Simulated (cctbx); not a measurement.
**What is wrong with this refinement?**

Cell a = 4.9380 Å, b = 19.8730 Å, c = 4.7870 Å, α = 90.00°, β = 90.00°, γ = 90.00°; space group Cmcm (no. 63). The compound is BaHfMgSn.

The data are simulated with cctbx, not measured: Mo Kα, λ = 0.71073 Å, to d = 0.7 Å, 80 % of the full sphere, strongest reflection 5000 counts, noise from counting, a 4 % proportional error and a noise floor of 4 counts (s.d.); no absorption.

An anisotropic refinement with weights 1/σ² prints:

```text
Rint 0.048, 438 unique reflections to 0.70 A
cycle     R1     wR2    GooF  max shift (A)
   1  0.0912  0.1921   4.661   0.00591
   2  0.0897  0.1859   4.512   0.00001
final R1 0.0897 wR2 0.1859 GooF 4.512  parameters 12  data/parameter 36.5
atom        x        y        z      Ueq    occ   su(xyz)  su(Uiso or U11)
Hf1    0.00000  0.04414  0.25000   0.0033  1.000  0.00008  0.0007
Ba1    0.00000  0.39044  0.25000   0.0035  1.000  0.00011  0.0010
Sn1    0.00000  0.25160  0.75000   0.0099  1.000  0.00015  0.0013
difference map: max 40.36 min -8.52 rms 1.56
Q1    0.0000  0.1794  0.2500    4   43.21  2.69 A from Hf1
Q2    0.0000  0.0362  0.2500    4   11.40  0.16 A from Hf1
Q3    0.0000  0.4733  0.7500    4    7.94  2.49 A from Hf1
Q4    0.0000  0.2633  0.7500    4    6.15  0.23 A from Sn1
Q5    0.0000  0.1213  0.2500    4    6.11  1.53 A from Hf1
Q6    0.0000  0.3740  0.7500    4    6.10  2.42 A from Ba1
```

**Question.** Can this result stand? If not, what is the likely fault?

Mend it. The fault: an atom left out, Mg at (1/2, 0.3204, 3/4). Against the right model at the same level, R1 goes from 0.0189 to 0.0897 and GooF from 0.99 to 4.51 and the top difference peak, 43.2 e/Å³, lies 2.69 Å from Hf1. Q1 is the missing atom. With scattering power missing, scale and phases suffer, so peaks may also grow on the heavy atoms.

The compound is BaHfMgSn. The right model at the same level gives:

```text
Rint 0.048, 438 unique reflections to 0.70 A
cycle     R1     wR2    GooF  max shift (A)
   1  0.0236  0.0520   1.268   0.00193
   2  0.0189  0.0407   0.993   0.00000
final R1 0.0189 wR2 0.0407 GooF 0.993  parameters 16  data/parameter 27.4
atom        x        y        z      Ueq    occ   su(xyz)  su(Uiso or U11)
Hf1    0.00000  0.04409  0.25000   0.0045  1.000  0.00002  0.0002
Ba1    0.00000  0.39016  0.25000   0.0041  1.000  0.00002  0.0002
Sn1    0.00000  0.25129  0.75000   0.0106  1.000  0.00003  0.0003
Mg1    0.50000  0.32069  0.75000   0.0082  1.000  0.00016  0.0014
difference map: max 2.00 min -1.49 rms 0.36
Q1    0.0000  0.4365  0.1526    8    2.14  1.03 A from Ba1
Q2    0.0000  0.1175  0.2500    4    1.62  1.23 A from Mg1
Q3    0.0000  0.0183  0.2500    4    1.56  0.51 A from Hf1
Q4    0.0000  0.4570  0.7500    4    1.46  2.47 A from Hf1
Q5    0.0000  0.4311  0.5300    8    1.44  1.57 A from Ba1
Q6    0.0000  0.3405  0.9890    8    1.43  1.59 A from Ba1
```

The model was made for the exercise: a known structure type with other elements put in, its volume estimated, not relaxed; displacement parameters are assumed.

[Middle refinement cycles are left out of these outputs.]

[Logs are printed without paths, hosts, clocks, repeated set-up lines and the standing remarks that a program may print on its own settings, such as how far it seeks lower states.]
